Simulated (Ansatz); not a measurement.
# SbP (model cell, started as rocksalt type): a soft mode frozen in, part 2 of 2

Wanted: the energy along a soft mode of SbP (model cell, started as rocksalt type) and the structure at the end.

Ansatz 0.2.0; DFT PBEsol, scalar-relativistic, plane waves, norm-conserving pseudopotentials.

So far, highest frequency on the path or at a solved wavevector (cm⁻¹): step 2 (phonons on a q mesh) 278. Also lowest frequency on the path (cm⁻¹): step 2 -172.

The structure was built from a prototype and need not be the compound's stable phase.

## 6. Relaxation from the frozen mode

Starting from the lowest point found, all atoms and the cell are let go, so that strain and other modes of the same symmetry can join in.

Input file input.yaml:

```yaml
crystal:
  lattice:
    - [0.0, 2.7784949752, 2.7784949752]
    - [2.7784949752, 0.0, 2.7784949752]
    - [2.7784949752, 2.7784949752, 0.0]
  atoms:
    - { symbol: Sb, position: [0.0174434753, -0.0058144918, -0.0058144918] }
    - { symbol: P, position: [0.4314284926, 0.5228571691, 0.5228571691] }
kpoints:
  mp_grid: { grid: [12, 12, 12] }
hamiltonian:
  xc: pbesol
  pseudopotentials: { kind: nc }
scf:
  occupations: { method: methfessel_paxton, width: 0.15 }
output:
  forces: true
  stress: true
  eigenvalues: true
  write_density: true
  write_potential: true
  elf: true
  volumetric_format: npy
relax:
  adjacent_minimum: "off"
  f_tol: 0.002
  max_steps: 120
  cell: { stress_tol: 0.03 }
```

On the command line:

```
$ ansatz run input.yaml --threads 4 --pin off --max-ram 7168MiB --backend cpu --events-out ev --progress --plain --runs-dir out
```

Numbers of over 12 decimals in the logs are rounded to 6 here.

Log:

```text
[...]
Crystal: 2 atoms, lattice volume = 42.900 Å³
Basis set: ecut = 1088.45545 eV, 3479 PW (Γ), exchange–correlation on 90×90×90 points (8 copies of the dense FFT grid, shifted against one another)
Bands: 14, of which v1, the nominal top of the filled ones, is band 10 counted from 1 (9 counted from 0)
Symmetry: 6 space group operations
[...]
k-points: 189 of 1728 (time reversal used)
[...]
SCF iter   1: F=—  HF=-2658.097673 eV  |F-HF|=—  |Δ(HF+E_count)|=         —  Δρ=2.72e-2  dr2=4.46e-1  ethr=3.10e-3  ⟨swp⟩=6.4  Hψ=16439  notcnv=0
[...]
SCF iter   7: F=-2657.983528 eV  HF=-2657.983528 eV  |F-HF|=2.99e-8  |Δ(HF+E_count)|=   5.53e-8  S|Δr|=    0.00e0  Δρ=1.27e-5  dr2=4.17e-8  ethr=5.00e-10  ⟨swp⟩=12.1  Hψ=21314  notcnv=0
SCF 1 converged in 7 iterations: F = -2657.983528 eV  dr2 = 4.17e-8
relax step   1: F+E_penalty+E_count = -2657.98352824 eV  Δ(F+E_penalty+E_count) = +0.000e0 eV  max|allowed force component| = 8.283e-2 eV/Å  Δτ_max = 0.0000 Å  P = +2.712 GPa  Ω = 42.900 Å³  (7 SCF iters, dr2 threshold 1.00e-7 eV, accepted)
Crystal: 2 atoms, lattice volume = 45.506 Å³
Basis set: ecut = 1088.45545 eV, 3715 PW (Γ), exchange–correlation on 90×90×90 points (8 copies of the dense FFT grid, shifted against one another)
[...]
SCF iter   6: F=-2657.997067 eV  HF=-2657.997067 eV  |F-HF|=4.73e-10  |Δ(HF+E_count)|=   1.60e-7  S|Δr|=    0.00e0  Δρ=4.31e-6  dr2=8.87e-9  ethr=1.00e-9  ⟨swp⟩=11.4  Hψ=19779  notcnv=0
SCF 2 converged in 6 iterations: F = -2657.997067 eV  dr2 = 8.87e-9
relax step   2: F+E_penalty+E_count = -2657.99706728 eV  Δ(F+E_penalty+E_count) = -1.354e-2 eV  max|allowed force component| = 9.190e-2 eV/Å  Δτ_max = 0.0036 Å  P = -1.809 GPa  Ω = 45.506 Å³  energy of the carried Pulay correction = -1.235e-3 eV  (6 SCF iters, dr2 threshold 2.00e-7 eV, accepted)
Crystal: 2 atoms, lattice volume = 44.541 Å³
Basis set: ecut = 1088.45545 eV, 3629 PW (Γ), exchange–correlation on 90×90×90 points (8 copies of the dense FFT grid, shifted against one another)
[...]
SCF iter   4: F=-2658.003470 eV  HF=-2658.003470 eV  |F-HF|=7.76e-8  |Δ(HF+E_count)|=   8.51e-7  S|Δr|=    0.00e0  Δρ=2.19e-5  dr2=1.66e-7  ethr=1.00e-9  ⟨swp⟩=10.5  Hψ=22624  notcnv=0
SCF 3 converged in 4 iterations: F = -2658.003470 eV  dr2 = 1.66e-7
relax step   3: F+E_penalty+E_count = -2658.00346958 eV  Δ(F+E_penalty+E_count) = -6.402e-3 eV  max|allowed force component| = 2.839e-2 eV/Å  Δτ_max = 0.0006 Å  P = -0.100 GPa  Ω = 44.541 Å³  energy of the carried Pulay correction = -7.864e-4 eV  (4 SCF iters, dr2 threshold 2.00e-7 eV, accepted)
[...]
relax step   4: F+E_penalty+E_count = -2658.00366291 eV  Δ(F+E_penalty+E_count) = -1.933e-4 eV  max|allowed force component| = 4.804e-4 eV/Å  Δτ_max = 0.0066 Å  P = -0.127 GPa  Ω = 44.684 Å³  energy of the carried Pulay correction = -8.539e-4 eV  (5 SCF iters, dr2 threshold 5.04e-8 eV, accepted)
[...]
relax step   5: F+E_penalty+E_count = -2658.00374653 eV  Δ(F+E_penalty+E_count) = -8.362e-5 eV  max|allowed force component| = 1.287e-4 eV/Å  Δτ_max = 0.0004 Å  P = +0.004 GPa  Ω = 44.612 Å³  energy of the carried Pulay correction = -8.200e-4 eV  (3 SCF iters, dr2 threshold 7.58e-8 eV, accepted)
[...]
relax step   6: F+E_penalty+E_count = -2658.00571740 eV  Δ(F+E_penalty+E_count) = -1.971e-3 eV  max|allowed force component| = 1.492e-4 eV/Å  Δτ_max = 0.0000 Å  P = +0.132 GPa  Ω = 44.612 Å³  stress off target by 2.69e-1 GPa  SCF on the basis re-selected at this cell (its energy is not comparable with the rows above)  (6 SCF iters)
[...]
relax step   7: F+E_penalty+E_count = -2658.00580035 eV  Δ(F+E_penalty+E_count) = -8.294e-5 eV  max|allowed force component| = 3.485e-4 eV/Å  Δτ_max = 0.0019 Å  P = +0.024 GPa  Ω = 44.728 Å³  energy of the carried Pulay correction = -5.510e-5 eV  (3 SCF iters, dr2 threshold 1.81e-7 eV, accepted)
[...]
relax step   8: F+E_penalty+E_count = -2658.00579374 eV  Δ(F+E_penalty+E_count) = +6.608e-6 eV  max|allowed force component| = 1.884e-5 eV/Å  Δτ_max = 0.0003 Å  P = +0.001 GPa  Ω = 44.750 Å³  energy of the carried Pulay correction = -6.591e-5 eV  (4 SCF iters, dr2 threshold 5.83e-9 eV, accepted)
[...]
SCF iter   4: F=-2658.005864 eV  HF=-2658.005864 eV  |F-HF|=9.09e-13  |Δ(HF+E_count)|=  8.87e-11  S|Δr|=    0.00e0  Δρ=1.96e-7  dr2=2.69e-12  ethr=1.00e-12  ⟨swp⟩=6.7  Hψ=16028  notcnv=0
SCF 9 converged in 4 iterations: F = -2658.005864 eV  dr2 = 2.69e-12
relax step   9: F+E_penalty+E_count = -2658.00586393 eV  Δ(F+E_penalty+E_count) = -7.019e-5 eV  max|allowed force component| = 2.059e-5 eV/Å  Δτ_max = 0.0000 Å  P = +0.002 GPa  Ω = 44.750 Å³  stress off target by 1.07e-2 GPa  SCF on the basis re-selected at this cell (its energy is not comparable with the rows above)  (4 SCF iters)
[...]
SCF converged after 4 iterations
[...]
Free energy (F): -2658.005864 eV
[...]
Internal energy: -2658.006319 eV  (E = F + TS)
E sigma→0 (E₀):  -2658.005978 eV
Entropy (-TS):   0.000455 eV (0.227 meV/atom)
Fermi energy:    10.706733 eV
[...]
--- Forces (eV/Å), atoms counted from 1 ---
  atom   1  Sb    -0.00002068     0.00002068     0.00002068
  atom   2  P      0.00002050    -0.00002050    -0.00002050
  max |Σ_I F_I| component: 1.81e-7 eV/Å
--- Stress (GPa, compression-positive) ---
        0.002229      -0.004226      -0.004226
       -0.004226       0.002229       0.004226
       -0.004226       0.004226       0.002229
  P = ⅓ Tr σ = 0.0022 GPa (0.022 kbar)
--- Band table (eV; the first three rows and the last of 189) ---
  k-point 0: bands = [... 6 lower, 6.4758, 8.3535, 8.4622, 8.4622, 13.2054, 13.9931, 13.9931, 16.0167]
  k-point 1: bands = [... 6 lower, 5.8864, 8.3629, 8.4422, 8.8165, 13.1157, 13.7364, 13.7946, 15.6782]
  k-point 2: bands = [... 6 lower, 4.7276, 8.3555, 8.3966, 9.3472, 12.7394, 13.0635, 13.2140, 15.5341]
  k-point 188: bands = [... 6 lower, 0.8161, 8.8753, 8.8753, 10.2588, 10.7201, 10.7201, 12.0637, 18.6562]
--- Relaxed structure (7 steps of the walk, 7 accepted, 2 SCFs on fresh bases) ---
  F+E_penalty+E_count = -2658.00586393 eV   max|allowed force component| = 2.059e-5 eV/Å   (the final SCF, on the basis selected at the relaxed cell)
  cell:  # Å, volume = 44.7501 Å³
    - [-0.085329, 2.861176, 2.861176]
    - [2.775847, 0.0, 2.775847]
    - [2.775847, 2.775847, 0.0]
  atoms:
    - { symbol: Sb, position: [0.021338, -0.00711263, -0.00711263] }
    - { symbol: P, position: [0.427534, 0.524155, 0.524155] }
```

It took 80 s on 4 threads of Arm Neoverse V2, shared host; peak memory 0.68 GiB; 5.3 min of CPU time.

Relaxation path:

| step | energy less that of the first step (eV) | largest force component (eV/Å) | pressure (GPa) | volume (Å³) |
| --- | --- | --- | --- | --- |
| 1 | 0.0000 | 0.0828 | 2.71 | 42.90 |
| 2 | -0.0135 | 0.0919 | -1.81 | 45.51 |
| 3 | -0.0199 | 0.0284 | -0.10 | 44.54 |
| 4 | -0.0201 | 0.0005 | -0.13 | 44.68 |
| 5 | -0.0202 | 0.0001 | 0.00 | 44.61 |
| 6* | -0.0222 | 0.0001 | 0.13 | 44.61 |
| 7 | -0.0223 | 0.0003 | 0.02 | 44.73 |
| 8 | -0.0223 | 0.0000 | 0.00 | 44.75 |
| 9* | -0.0223 | 0.0000 | 0.00 | 44.75 |

Relaxation steps marked * repeat the geometry before them on a plane-wave basis chosen anew for their cell, so energy and pressure can jump there.

The run keeps the 6 symmetry operations that it works with, so distortions that break them were not tested.

| conventional cell, symmetrised | before | after | change |
| --- | --- | --- | --- |
| a (Å) | 3.929 | 3.926 | -0.1 % |
| b (Å) | 3.929 | 3.926 | -0.1 % |
| c (Å) | 9.625 | 10.059 | +4.5 % |
| volume (Å³/atom) | 21.45 | 22.38 | +4.3 % |

The atoms that moved most (Å, as changes of fractional coordinates times the final cell):

| atom | dx | dy | dz | length |
| --- | --- | --- | --- | --- |
| Sb1 | -0.008 | 0.008 | 0.008 | 0.013 |
| P2 | 0.008 | -0.008 | -0.008 | 0.013 |

The relaxed structure:

```xyz
2
Lattice="-0.0853 2.8612 2.8612 2.7758 0.0000 2.7758 2.7758 2.7758 0.0000" Properties=species:S:1:pos:R:3 pbc="T T T"
Sb   -0.0413    0.0413    0.0413
P     2.8735    2.6782    2.6782
```

Numbers from this step:

- pressure: 0.002229 GPa
- volume per atom: 22.38 Å³

Valence density in the ac plane of the conventional cell at fractional y = 0.007, with atoms of Sb and P within 0.2 Å of it. It is the smooth field of the valence electrons, not physical close to the nuclei.

Ten steps, logarithmic in the rise over the least value, from '0' (0.1 e/Å³) to '9' (8.0 e/Å³), each cell a mean:
```
9852234413433489
7532123444432357
4320013444321234
2110012333210012
2210012333200012
3321124665310123
4443247998421234
2343349989532244
1343348998522344
4443235775321234
4432123443200134
3321001221100123
3320001222100123
6531012333211246
9842123444432479
8953224423433499
```
Columns run along a (5.6 Å), rows up along c (5.6 Å), edges of the conventional cell, whose origin can differ from the input's. Atoms in or near the plane, at fractional coordinates: Sb at (0.99, 0.01), Sb at (0.49, 0.51), P at (0.02, 0.48), P at (0.52, 0.98).

Electrostatic potential energy in the ac plane of the conventional cell at fractional y = 0.007, with atoms of Sb and P within 0.2 Å of it. With pseudopotentials it is smooth inside the atoms' cores, unlike the true potential.

Ten even steps from '0' (-64 eV) to '9' (15 eV), each cell a mean:
```
9768986100588769
6689997423789866
7899998777899987
9999999889999999
9999998888999999
8899987556899998
4579876996689986
0158867988689972
0058876997689861
2378986666899974
7789998778999987
8999999999999998
8899999999999988
5689999888999875
9668998645798769
8868997201588679
```
Columns run along a (5.6 Å; values clipped at the 3rd and 97th percentile), rows up along c (5.6 Å), edges of the conventional cell, whose origin can differ from the input's. Atoms in or near the plane, at fractional coordinates: Sb at (0.99, 0.01), Sb at (0.49, 0.51), P at (0.02, 0.48), P at (0.52, 0.98).

ELF in the ac plane of the conventional cell at fractional y = 0.007, with atoms of Sb and P within 0.2 Å of it. It is the smooth field of the valence electrons, not physical close to the nuclei.

Ten even steps from '0' (0.08) to '9' (0.85), each cell a mean:
```
2334479402896332
3344369856875323
3442147999753333
4320025787521124
5531124444420135
9875332222331379
8898533333333699
1399633003344796
0289633223344794
5687532333443698
9975333334421479
8752112443200257
4442013555311244
2233137998753322
3333369988985333
0334479613996330
```
Columns run along a (5.6 Å), rows up along c (5.6 Å), edges of the conventional cell, whose origin can differ from the input's. Atoms in or near the plane, at fractional coordinates: Sb at (0.99, 0.01), Sb at (0.49, 0.51), P at (0.02, 0.48), P at (0.52, 0.98).

The distorted start has space group R3m; the relaxation ends in R3m.

## 7. The new phase in its own primitive cell

The relaxed structure is symmetrised, reduced to its primitive cell and relaxed tightly, as its phonons need.

input.yaml, the sections that differ from step 6:

```yaml
crystal:
  lattice:
    - [1.9628202708, 1.1332348117, 3.3530665843]
    - [-1.9628202708, 1.1332348117, 3.3530665843]
    - [0.0, -2.2664696235, 3.3530665843]
  atoms:
    - { symbol: Sb, position: [0.9928873742, 0.9928873742, 0.9928873742] }
    - { symbol: P, position: [0.5241553033, 0.5241553033, 0.5241553033] }
output:
  forces: true
  stress: true
  eigenvalues: true
relax:
  adjacent_minimum: "off"
  f_tol: 0.001
  max_steps: 60
  cell: { stress_tol: 0.01 }
# kpoints, hamiltonian, scf: as in step 6
```

Log:

```text
[...]
Crystal: 2 atoms, lattice volume = 44.750 Å³
Basis set: ecut = 1088.45545 eV, 3643 PW (Γ), exchange–correlation on 90×90×90 points (8 copies of the dense FFT grid, shifted against one another)
Bands: 14, of which v1, the nominal top of the filled ones, is band 10 counted from 1 (9 counted from 0)
Symmetry: 6 space group operations
[...]
k-point 188: bands = [... 6 lower, 0.8148, 8.8748, 8.8748, 10.2589, 10.7203, 10.7203, 12.0636, 18.6532]
--- Relaxed structure (2 steps of the walk, 2 accepted, 1 SCFs on fresh bases) ---
[...]
cell:  # Å, volume = 44.7543 Å³
    - [1.962726, 1.133180, 3.353709]
    - [-1.962726, 1.133180, 3.353709]
    - [0, -2.266360, 3.353709]
  atoms:
    - { symbol: Sb, position: [0.992884, 0.992884, 0.992884] }
    - { symbol: P, position: [0.524159, 0.524159, 0.524159] }
[key lines of the parts left out:]
SCF converged after 5 iterations
Free energy (F): -2658.005864 eV
Fermi energy:    10.705597 eV
P = ⅓ Tr σ = -0.0020 GPa (-0.020 kbar)
```

It took 28 s on 4 threads; peak memory 0.68 GiB; 1.8 min of CPU time.

Little changed from the start: no atom moved by 0.005 Å and no cell edge by 0.1 %.

This step gave:

* pressure: -0.001968 GPa

The largest force component left is 0.51 meV/Å and the pressure is -0.002 GPa, within the tolerances set. The cell now holds 22.38 Å³/atom.

## 8. Modes of the new phase

A relaxed structure may still be a saddle point, so its zone-centre modes are computed. No field response is asked, since the mesh shows no gap.

input.yaml, the sections that differ from step 7:

```yaml
crystal:
  lattice:
    - [1.9627256018, 1.1331801545, 3.3537085509]
    - [-1.9627256018, 1.1331801545, 3.3537085509]
    - [0.0, -2.2663603091, 3.3537085509]
  atoms:
    - { symbol: Sb, position: [0.992883617, 0.992883617, 0.992883617] }
    - { symbol: P, position: [0.5241590605, 0.5241590605, 0.5241590605] }
output:
  eigenvalues: true
phonons:
  method: dfpt
# kpoints, hamiltonian, scf: as in step 7
# relax: removed
```

Log:

```text
[...]
Crystal: 2 atoms, lattice volume = 44.754 Å³
Basis set: ecut = 1088.45545 eV, 3643 PW (Γ), exchange–correlation on 90×90×90 points (8 copies of the dense FFT grid, shifted against one another)
Bands: 14, of which v1, the nominal top of the filled ones, is band 10 counted from 1 (9 counted from 0)
Symmetry: 6 space group operations
k-points: 476 of 1728 (irreducible under 2 space group operations, time reversal used)
[...]
SCF iter   1: F=—  HF=-2658.119439 eV  |F-HF|=—  |Δ(HF+E_count)|=         —  Δρ=2.68e-2  dr2=4.54e-1  ethr=3.10e-3  ⟨swp⟩=6.3  Hψ=41547  notcnv=0
[...]
SCF iter  10: F=-2658.005864 eV  HF=-2658.005864 eV  |F-HF|=0.00e0  |Δ(HF+E_count)|=  1.82e-12  S|Δr|=    0.00e0  Δρ=6.63e-8  dr2=6.68e-13  ethr=1.00e-12  ⟨swp⟩=7.9  Hψ=38968  notcnv=0
SCF 1 converged in 10 iterations: F = -2658.005864 eV  dr2 = 6.68e-13
DFPT response loops at Γ: preconditioner auto → Kerker (q_TF=auto, 2.386 Å⁻¹) (partly filled bands, converged f_vac=0.000); β = 1.00, the filter's whole step (`scf.mixing.beta` (0.50) is not read by the response loops under this deck's `scf.mixing.preconditioner`; to damp them name `kerker` or `kerker_dos`, under which they read `scf.mixing.beta`, and type it under 1.00, their step now; both keys bind the ground state too); Broyden in place of MSR1
SCF converged after 10 iterations
[...]
Free energy (F): -2658.005864 eV
[...]
Internal energy: -2658.006313 eV  (E = F + TS)
E sigma→0 (E₀):  -2658.005977 eV
Entropy (-TS):   0.000448 eV (0.224 meV/atom)
Fermi energy:    10.705597 eV
[...]
--- Band table (eV; the first three rows and the last of 476) ---
  k-point 0: bands = [... 6 lower, 6.4734, 8.3504, 8.4618, 8.4618, 13.2030, 13.9913, 13.9913, 16.0164]
  k-point 1: bands = [... 6 lower, 5.8845, 8.3602, 8.4418, 8.8150, 13.1138, 13.7346, 13.7926, 15.6774]
  k-point 2: bands = [... 6 lower, 4.7263, 8.3528, 8.3959, 9.3451, 12.7379, 13.0620, 13.2119, 15.5329]
  k-point 475: bands = [... 6 lower, 0.8148, 8.8748, 8.8748, 10.2589, 10.7203, 10.7203, 12.0636, 18.6532]
--- Phonons (Γ-DFPT): 4 representative perturbations + reference, on 476 of 1728 k-points (Σ response iterations 12) ---
  k mesh reduced under 2 symmetry operations, with k and −k counted as one. Each operation leaves every solved perturbation unchanged. A smaller set is not used because it would not reduce the number of displacements times k-points to solve
  ASR residual: 8.316e-5 → 0.000e0 eV/Å²; symmetrization residual: 1.082e-5 eV/Å²
  ASR residual per site (eV/Å²): 8.32e-5 7.48e-6
  Γ frequencies (cm⁻¹): 0.00 0.00 0.00 147.28 147.28 233.39
  non-analytic LO–TO correction: not included (Born effective charges unavailable; polar crystals: no LO–TO splitting at Γ)
```

It took 1.8 min on 4 threads; peak memory 3.8 GiB; 7 min of CPU time.

Numbers from this step:

* sum-rule residual before enforcement: 8.32e-5 eV/Å²
* point group: 3m
* highest optical mode at the zone centre (no LO-TO term): 233.4 cm⁻¹
* lowest optical zone-centre mode: 147.3 cm⁻¹

Patterns of degenerate modes are one choice out of their space. The modes at Γ (shares of kinetic energy by element, %):

| mode | frequency (cm⁻¹) | symmetry | Sb % | P % |
| --- | --- | --- | --- | --- |
| 1 | 0.0 | acoustic | 80 | 20 |
| 2 | 0.0 | acoustic | 80 | 20 |
| 3 | 0.0 | acoustic | 80 | 20 |
| 4 | 147.3 | E | 20 | 80 |
| 5 | 147.3 | E | 20 | 80 |
| 6 | 233.4 | A1 | 20 | 80 |

Displacements in mode 4 (147.3 cm⁻¹), the largest set to 1:
```
Sb1 -0.25  0.00  0.00
P2   1.00  0.00  0.00
```

Displacements in mode 6 (233.4 cm⁻¹), the largest set to 1:
```
Sb1  0.00  0.00 -0.25
P2   0.00  0.00  1.00
```

Before it was imposed, the acoustic sum rule was missed by 8.3e-5 eV/Å². Small misses are needed for a sound result but don't prove that mesh and cutoff are converged. The lowest optical mode is real, 147 cm⁻¹.

## 9. Summary of results

| Property | Result |
| --- | --- |
| unstable mode of the parent | q = (0, 0, 0), 172i cm⁻¹ |
| depth at the lowest point sampled | 18.0 meV/atom |
| largest atomic shift at that point | 0.22 Å |
| space group reached (within 0.01 Å) | R3m |
| energy gained over the parent (first relaxation, on the mesh of the frozen mode) | 29.1 meV/atom |
| volume per atom, phase reached | 22.4 Å³ |
| lowest optical zone-centre mode, phase reached | 147 cm⁻¹ |
| highest optical mode at the zone centre (no LO-TO term), phase reached | 233 cm⁻¹ |

In words: Along this mode the structure falls into R3m, 29.1 meV/atom below the parent. At the parent's cell the well is 17.97 meV/atom deep on the steps tried, with its lowest point at a shift of 0.22 Å. Relaxing atoms and cell changes the gain by +11.17 meV/atom against the lowest step (energies at zero smearing). The new phase has no imaginary mode at the zone centre of its cell; other wavevectors were not checked. Of the 3 patterns followed to their end from this parent, this one reaches the lowest energy. Each path keeps the symmetry of its pattern, so a lower phase may lie along a pattern not tried. With no gap, or one that is small against the smearing, the frequencies hang on the k mesh and the smearing, most of all near Kohn anomalies. A semilocal functional can close a gap that the real compound would have, so the metallic treatment may be an artefact of the level. Spin-orbit coupling is left out, which can matter for the heavy elements here. A phonon run warned that its eigensolver left some bands unconverged in a pass. The starting cell was built on a prototype and not taken from a measurement, so the phase need not exist.

[Logs are printed without paths, hosts, clocks, repeated set-up lines and the standing remarks that a program may print on its own settings, such as how far it seeks lower states.]

[Hosts, paths, dates, database ids (printed as entryN), source tags and the programs' standing remarks are cut or masked in the printed files.]
